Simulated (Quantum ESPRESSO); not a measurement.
# Projected density of states of magnetic Mn2Ga2S5, part 2 of 2

Where do the states of the two spins of Mn2Ga2S5 lie?

Quantum ESPRESSO 7.5; PBEsol with U = 4 eV on Mn d (ortho-atomic projectors); plane waves with GBRV 1.5 PBEsol potentials, no spin-orbit coupling.

So far, absolute magnetization (μB): step 2 (ground-state run) 9.71.

## Step 3: Projected density of states

Level of this step: PBEsol with U = 4 eV on Mn d (ortho-atomic projectors); plane waves with GBRV 1.5 PBEsol potentials, no spin-orbit coupling, projections on orthogonalised atomic orbitals (Quantum ESPRESSO).

Input file projwfc.in:

```
&PROJWFC
  prefix = 'pwscf'
  outdir = './tmp'
  filpdos = 'pdos'
  ngauss = 0
  degauss = 0.01
  DeltaE = 0.05
  Emin = -1.29
  Emax = 12.71
/
```

Launch:

```console
> OMP_NUM_THREADS=1 mpirun -n 4 projwfc.x -nk 4 -in projwfc.in > projwfc.out
```

What it wrote:

```text
[banner, memory and clock lines left out]
Program PROJWFC v.7.5 starts

     [... lines left out ...]
     IMPORTANT: XC functional enforced from input :
     Exchange-correlation= PBESOL
                           (   1   4  10   8   0   0   0)
     Any further DFT definition will be discarded
     Please, verify this is what you really want

     G-vector sticks info

     Check: negative core charge=   -0.000018

     Gaussian broadening (read from input): ngauss,degauss=   0    0.010000

     Calling projwave ....

  Problem Sizes
  natomwfc =           70
  nbnd     =           67
  nkstot   =           28
  npwx     =         5364
  nkb      =          162

     Atomic states used for projection
     (read from pseudopotential files):

     state #   1: atom   1 (Mn1), wfc  1 (l=0 m= 1)
     state #   2: atom   1 (Mn1), wfc  2 (l=1 m= 1)
     state #   3: atom   1 (Mn1), wfc  2 (l=1 m= 2)
     state #   4: atom   1 (Mn1), wfc  2 (l=1 m= 3)
     state #   5: atom   1 (Mn1), wfc  3 (l=0 m= 1)
     state #   6: atom   1 (Mn1), wfc  4 (l=2 m= 1)
     state #   7: atom   1 (Mn1), wfc  4 (l=2 m= 2)
     state #   8: atom   1 (Mn1), wfc  4 (l=2 m= 3)
     state #   9: atom   1 (Mn1), wfc  4 (l=2 m= 4)
     state #  10: atom   1 (Mn1), wfc  4 (l=2 m= 5)
     state #  11: atom   1 (Mn1), wfc  5 (l=1 m= 1)
     state #  12: atom   1 (Mn1), wfc  5 (l=1 m= 2)
     state #  13: atom   1 (Mn1), wfc  5 (l=1 m= 3)
     state #  14: atom   2 (Mn2), wfc  1 (l=0 m= 1)
     state #  15: atom   2 (Mn2), wfc  2 (l=1 m= 1)
     state #  16: atom   2 (Mn2), wfc  2 (l=1 m= 2)
     state #  17: atom   2 (Mn2), wfc  2 (l=1 m= 3)
     state #  18: atom   2 (Mn2), wfc  3 (l=0 m= 1)
     state #  19: atom   2 (Mn2), wfc  4 (l=2 m= 1)
     state #  20: atom   2 (Mn2), wfc  4 (l=2 m= 2)
     state #  21: atom   2 (Mn2), wfc  4 (l=2 m= 3)
     state #  22: atom   2 (Mn2), wfc  4 (l=2 m= 4)
     state #  23: atom   2 (Mn2), wfc  4 (l=2 m= 5)
     state #  24: atom   2 (Mn2), wfc  5 (l=1 m= 1)
     state #  25: atom   2 (Mn2), wfc  5 (l=1 m= 2)
     state #  26: atom   2 (Mn2), wfc  5 (l=1 m= 3)
     state #  27: atom   3 (Ga ), wfc  1 (l=1 m= 1)
     state #  28: atom   3 (Ga ), wfc  1 (l=1 m= 2)
     state #  29: atom   3 (Ga ), wfc  1 (l=1 m= 3)
     state #  30: atom   3 (Ga ), wfc  2 (l=2 m= 1)
     state #  31: atom   3 (Ga ), wfc  2 (l=2 m= 2)
     state #  32: atom   3 (Ga ), wfc  2 (l=2 m= 3)
     state #  33: atom   3 (Ga ), wfc  2 (l=2 m= 4)
     state #  34: atom   3 (Ga ), wfc  2 (l=2 m= 5)
     state #  35: atom   3 (Ga ), wfc  3 (l=0 m= 1)
     state #  36: atom   3 (Ga ), wfc  4 (l=1 m= 1)
     state #  37: atom   3 (Ga ), wfc  4 (l=1 m= 2)
     state #  38: atom   3 (Ga ), wfc  4 (l=1 m= 3)
     state #  39: atom   4 (Ga ), wfc  1 (l=1 m= 1)
     state #  40: atom   4 (Ga ), wfc  1 (l=1 m= 2)
     state #  41: atom   4 (Ga ), wfc  1 (l=1 m= 3)
     state #  42: atom   4 (Ga ), wfc  2 (l=2 m= 1)
     state #  43: atom   4 (Ga ), wfc  2 (l=2 m= 2)
     state #  44: atom   4 (Ga ), wfc  2 (l=2 m= 3)
     state #  45: atom   4 (Ga ), wfc  2 (l=2 m= 4)
     state #  46: atom   4 (Ga ), wfc  2 (l=2 m= 5)
     state #  47: atom   4 (Ga ), wfc  3 (l=0 m= 1)
     state #  48: atom   4 (Ga ), wfc  4 (l=1 m= 1)
     state #  49: atom   4 (Ga ), wfc  4 (l=1 m= 2)
     state #  50: atom   4 (Ga ), wfc  4 (l=1 m= 3)
     state #  51: atom   5 (S  ), wfc  1 (l=0 m= 1)
     state #  52: atom   5 (S  ), wfc  2 (l=1 m= 1)
     state #  53: atom   5 (S  ), wfc  2 (l=1 m= 2)
     state #  54: atom   5 (S  ), wfc  2 (l=1 m= 3)
     state #  55: atom   6 (S  ), wfc  1 (l=0 m= 1)
     state #  56: atom   6 (S  ), wfc  2 (l=1 m= 1)
     state #  57: atom   6 (S  ), wfc  2 (l=1 m= 2)
     state #  58: atom   6 (S  ), wfc  2 (l=1 m= 3)
     state #  59: atom   7 (S  ), wfc  1 (l=0 m= 1)
     state #  60: atom   7 (S  ), wfc  2 (l=1 m= 1)
     state #  61: atom   7 (S  ), wfc  2 (l=1 m= 2)
     state #  62: atom   7 (S  ), wfc  2 (l=1 m= 3)
     state #  63: atom   8 (S  ), wfc  1 (l=0 m= 1)
     state #  64: atom   8 (S  ), wfc  2 (l=1 m= 1)
     state #  65: atom   8 (S  ), wfc  2 (l=1 m= 2)
     state #  66: atom   8 (S  ), wfc  2 (l=1 m= 3)
     state #  67: atom   9 (S  ), wfc  1 (l=0 m= 1)
     state #  68: atom   9 (S  ), wfc  2 (l=1 m= 1)
     state #  69: atom   9 (S  ), wfc  2 (l=1 m= 2)
     state #  70: atom   9 (S  ), wfc  2 (l=1 m= 3)

 [... projections of the bands left out ...]

Lowdin Charges:

     Atom #   1: total charge =  15.0223, s =  2.5035, p =  7.2500, d =  5.2688,
                 spin up      =   9.8846, s =  1.2784,
                 spin up      =   9.8846, p =  3.6481, pz=  1.2179, px=  1.2151, py=  1.2151,
                 spin up      =   9.8846, d =  4.9580, dz2=  0.9936, dxz=  0.9916, dyz=  0.9916, dx2-y2=  0.9906, dxy=  0.9906,
                 spin down    =   5.1378, s =  1.2251,
                 spin down    =   5.1378, p =  3.6020, pz=  1.2002, px=  1.2009, py=  1.2009,
                 spin down    =   5.1378, d =  0.3108, dz2=  0.0187, dxz=  0.0886, dyz=  0.0886, dx2-y2=  0.0575, dxy=  0.0575,
                 polarization =   4.7468, s =  0.0534, p =  0.0461, d =  4.6472,
     Atom #   2: total charge =  15.0223, s =  2.5035, p =  7.2500, d =  5.2688,
                 spin up      =   5.1378, s =  1.2251,
                 spin up      =   5.1378, p =  3.6020, pz=  1.2002, px=  1.2009, py=  1.2009,
                 spin up      =   5.1378, d =  0.3108, dz2=  0.0187, dxz=  0.0886, dyz=  0.0886, dx2-y2=  0.0575, dxy=  0.0575,
                 spin down    =   9.8846, s =  1.2784,
                 spin down    =   9.8846, p =  3.6481, pz=  1.2179, px=  1.2151, py=  1.2151,
                 spin down    =   9.8846, d =  4.9580, dz2=  0.9936, dxz=  0.9916, dyz=  0.9916, dx2-y2=  0.9906, dxy=  0.9906,
                 polarization =  -4.7468, s = -0.0534, p = -0.0461, d = -4.6472,
     Atom #   3: total charge =  18.6624, s =  1.0133, p =  7.6573, d =  9.9918,
                 spin up      =   9.3166, s =  0.5020,
                 spin up      =   9.3166, p =  3.8187, pz=  1.2926, px=  1.2631, py=  1.2631,
                 spin up      =   9.3166, d =  4.9959, dz2=  0.9986, dxz=  0.9994, dyz=  0.9994, dx2-y2=  0.9993, dxy=  0.9993,
                 spin down    =   9.3458, s =  0.5113,
                 spin down    =   9.3458, p =  3.8386, pz=  1.2974, px=  1.2706, py=  1.2706,
                 spin down    =   9.3458, d =  4.9960, dz2=  0.9986, dxz=  0.9994, dyz=  0.9994, dx2-y2=  0.9993, dxy=  0.9993,
                 polarization =  -0.0292, s = -0.0093, p = -0.0198, d = -0.0001,
     Atom #   4: total charge =  18.6624, s =  1.0133, p =  7.6573, d =  9.9918,
                 spin up      =   9.3458, s =  0.5113,
                 spin up      =   9.3458, p =  3.8386, pz=  1.2974, px=  1.2706, py=  1.2706,
                 spin up      =   9.3458, d =  4.9960, dz2=  0.9986, dxz=  0.9994, dyz=  0.9994, dx2-y2=  0.9993, dxy=  0.9993,
                 spin down    =   9.3166, s =  0.5020,
                 spin down    =   9.3166, p =  3.8187, pz=  1.2926, px=  1.2631, py=  1.2631,
                 spin down    =   9.3166, d =  4.9959, dz2=  0.9986, dxz=  0.9994, dyz=  0.9994, dx2-y2=  0.9993, dxy=  0.9993,
                 polarization =   0.0292, s =  0.0093, p =  0.0198, d =  0.0001,
     Atom #   5: total charge =   6.0537, s =  1.5487, p =  4.5049, d =  0.0000,
                 spin up      =   3.0268, s =  0.7744,
                 spin up      =   3.0268, p =  2.2525, pz=  0.7541, px=  0.7492, py=  0.7492,
                 spin up      =   3.0268, d =  0.0000, dz2=  0.0000, dxz=  0.0000, dyz=  0.0000, dx2-y2=  0.0000, dxy=  0.0000,
                 spin down    =   3.0268, s =  0.7744,
                 spin down    =   3.0268, p =  2.2525, pz=  0.7541, px=  0.7492, py=  0.7492,
                 spin down    =   3.0268, d =  0.0000, dz2=  0.0000, dxz=  0.0000, dyz=  0.0000, dx2-y2=  0.0000, dxy=  0.0000,
                 polarization =  -0.0000, s =  0.0000, p = -0.0000, d =  0.0000,
     Atom #   6: total charge =   6.0505, s =  1.5516, p =  4.4989, d =  0.0000,
                 spin up      =   3.0009, s =  0.7664,
                 spin up      =   3.0009, p =  2.2345, pz=  0.6521, px=  0.7912, py=  0.7912,
                 spin up      =   3.0009, d =  0.0000, dz2=  0.0000, dxz=  0.0000, dyz=  0.0000, dx2-y2=  0.0000, dxy=  0.0000,
                 spin down    =   3.0496, s =  0.7852,
                 spin down    =   3.0496, p =  2.2644, pz=  0.6424, px=  0.8110, py=  0.8110,
                 spin down    =   3.0496, d =  0.0000, dz2=  0.0000, dxz=  0.0000, dyz=  0.0000, dx2-y2=  0.0000, dxy=  0.0000,
                 polarization =  -0.0487, s = -0.0188, p = -0.0299, d =  0.0000,
     Atom #   7: total charge =   6.0505, s =  1.5516, p =  4.4989, d =  0.0000,
                 spin up      =   3.0496, s =  0.7852,
                 spin up      =   3.0496, p =  2.2644, pz=  0.6424, px=  0.8110, py=  0.8110,
                 spin up      =   3.0496, d =  0.0000, dz2=  0.0000, dxz=  0.0000, dyz=  0.0000, dx2-y2=  0.0000, dxy=  0.0000,
                 spin down    =   3.0009, s =  0.7664,
                 spin down    =   3.0009, p =  2.2345, pz=  0.6521, px=  0.7912, py=  0.7912,
                 spin down    =   3.0009, d =  0.0000, dz2=  0.0000, dxz=  0.0000, dyz=  0.0000, dx2-y2=  0.0000, dxy=  0.0000,
                 polarization =   0.0487, s =  0.0188, p =  0.0299, d =  0.0000,
     Atom #   8: total charge =   6.1428, s =  1.7066, p =  4.4362, d =  0.0000,
                 spin up      =   3.0814, s =  0.8536,
                 spin up      =   3.0814, p =  2.2278, pz=  0.8341, px=  0.6969, py=  0.6969,
                 spin up      =   3.0814, d =  0.0000, dz2=  0.0000, dxz=  0.0000, dyz=  0.0000, dx2-y2=  0.0000, dxy=  0.0000,
                 spin down    =   3.0613, s =  0.8529,
                 spin down    =   3.0613, p =  2.2084, pz=  0.8257, px=  0.6913, py=  0.6913,
                 spin down    =   3.0613, d =  0.0000, dz2=  0.0000, dxz=  0.0000, dyz=  0.0000, dx2-y2=  0.0000, dxy=  0.0000,
                 polarization =   0.0201, s =  0.0007, p =  0.0194, d =  0.0000,
     Atom #   9: total charge =   6.1428, s =  1.7066, p =  4.4362, d =  0.0000,
                 spin up      =   3.0613, s =  0.8529,
                 spin up      =   3.0613, p =  2.2084, pz=  0.8257, px=  0.6913, py=  0.6913,
                 spin up      =   3.0613, d =  0.0000, dz2=  0.0000, dxz=  0.0000, dyz=  0.0000, dx2-y2=  0.0000, dxy=  0.0000,
                 spin down    =   3.0814, s =  0.8536,
                 spin down    =   3.0814, p =  2.2278, pz=  0.8341, px=  0.6969, py=  0.6969,
                 spin down    =   3.0814, d =  0.0000, dz2=  0.0000, dxz=  0.0000, dyz=  0.0000, dx2-y2=  0.0000, dxy=  0.0000,
                 polarization =  -0.0201, s = -0.0007, p = -0.0194, d =  0.0000,
     Spilling Parameter:   0.0019
```

Run time: 3.6 s. Hardware: 4 MPI ranks of Intel Xeon Platinum 8488C (Sapphire Rapids), shared host; peak memory 0.26 GiB; 14 s of CPU time.

The density of states has structure finer than the step of the table below, so its rows give means over 0.5 eV, whole bins alone (the curve runs from -9.00 to 5.05 eV). Peaks (eV: height): up -5.40: 6.06, -4.85: 6.28, -4.10: 5.48, 3.55: 5.65; down -5.40: 6.06, -4.85: 6.28, -4.10: 5.48, 3.55: 5.65; Mn1 d up -5.45: 3.64, -4.85: 3.45; Mn1 d down 3.55: 3.72; Mn2 d up 3.55: 3.72.

Gaussian broadening of 0.136 eV on the SCF mesh. Density of states against energy, zero at the Fermi level; means over each step; 7 of 10 lines; values in states/eV/cell:

```
energy (eV)      up    down  Mn1 d up  Mn1 d down  Mn2 d up  Mn2 d down  Ga3 p up
       -8.5  1.2e-4  1.2e-4         0           0         0           0         0
       -8.0   0.605   0.605   0.00976      6.2e-4    6.2e-4     0.00976    0.0142
       -7.5    1.51    1.51    0.0238     0.00239   0.00239      0.0238    0.0404
       -7.0    1.28    1.28    0.0751     0.00271   0.00271      0.0751    0.0185
       -6.5   0.599   0.599    0.0444     0.00309   0.00309      0.0444    0.0209
       -6.0    1.23    1.23     0.537     0.00333   0.00333       0.537   0.00904
       -5.5    4.88    4.88      2.80     0.00893   0.00893        2.80    0.0761
       -5.0    4.57    4.57      2.46      0.0212    0.0212        2.46     0.231
       -4.5    3.75    3.75      1.58      0.0296    0.0296        1.58     0.232
       -4.0    4.73    4.73     0.920      0.0305    0.0305       0.920     0.264
       -3.5    2.97    2.97     0.272      0.0314    0.0314       0.272     0.127
       -3.0    3.61    3.61     0.175      0.0472    0.0472       0.175     0.131
       -2.5    3.25    3.25     0.157       0.111     0.111       0.157    0.0260
       -2.0    2.28    2.28    0.0897       0.149     0.149      0.0897    0.0102
       -1.5    1.65    1.65     0.208      0.0566    0.0566       0.208   0.00950
       -1.0    1.98    1.98     0.301      0.0532    0.0532       0.301   0.00859
       -0.5    1.00    1.00     0.147      0.0324    0.0324       0.147   0.00143
        0.0   0.121   0.121    0.0136     0.00183   0.00183      0.0136   0.00188
        0.5   0.105   0.105    2.0e-4     0.00115   0.00115      2.0e-4   0.00877
        1.0   0.737   0.737   0.00224      0.0169    0.0169     0.00224    0.0730
        1.5    1.31    1.31   0.00383      0.0584    0.0584     0.00383    0.0715
        2.0    2.02    2.02   0.00615       0.205     0.205     0.00615    0.0793
        2.5    2.14    2.14   0.00387       0.468     0.468     0.00388     0.360
        3.0    3.53    3.53   0.00403        1.71      1.71     0.00403     0.357
        3.5    5.10    5.10   0.00736        3.18      3.18     0.00736     0.300
        4.0    3.66    3.66   0.00470        1.98      1.98     0.00470     0.304
        4.5    2.73    2.73   0.00387       0.534     0.534     0.00387     0.347
```

## Step 4: What came out

- state: antiferromagnetic
- largest moment in a sphere: 4.37 μB

**Reading.** Distinct peaks of the density of states (up) stand at -5.40, -4.85, -4.10, -3.05 and 3.55 eV; the one at -4.85 eV is strongest. These are Kohn–Sham states without spin–orbit coupling, on the mesh of the self-consistent run. The moments are opposed on like sites, so the totals of the two spins are equal and the projections on single atoms show the splitting.

[Logs and program files are shortened in this print: banners, set-up blocks, solver, clock and traceback lines can be left out without a mark of their own.]

[Logs are printed without paths, hosts, clocks, repeated set-up lines and the standing remarks that a program may print on its own settings, such as how far it seeks lower states.]

[Hosts, paths, dates, database ids (printed as entryN), source tags and the programs' standing remarks are cut or masked in the printed files.]

[Where a cell is said to come from a database of computed structures, the database is the Materials Project.]
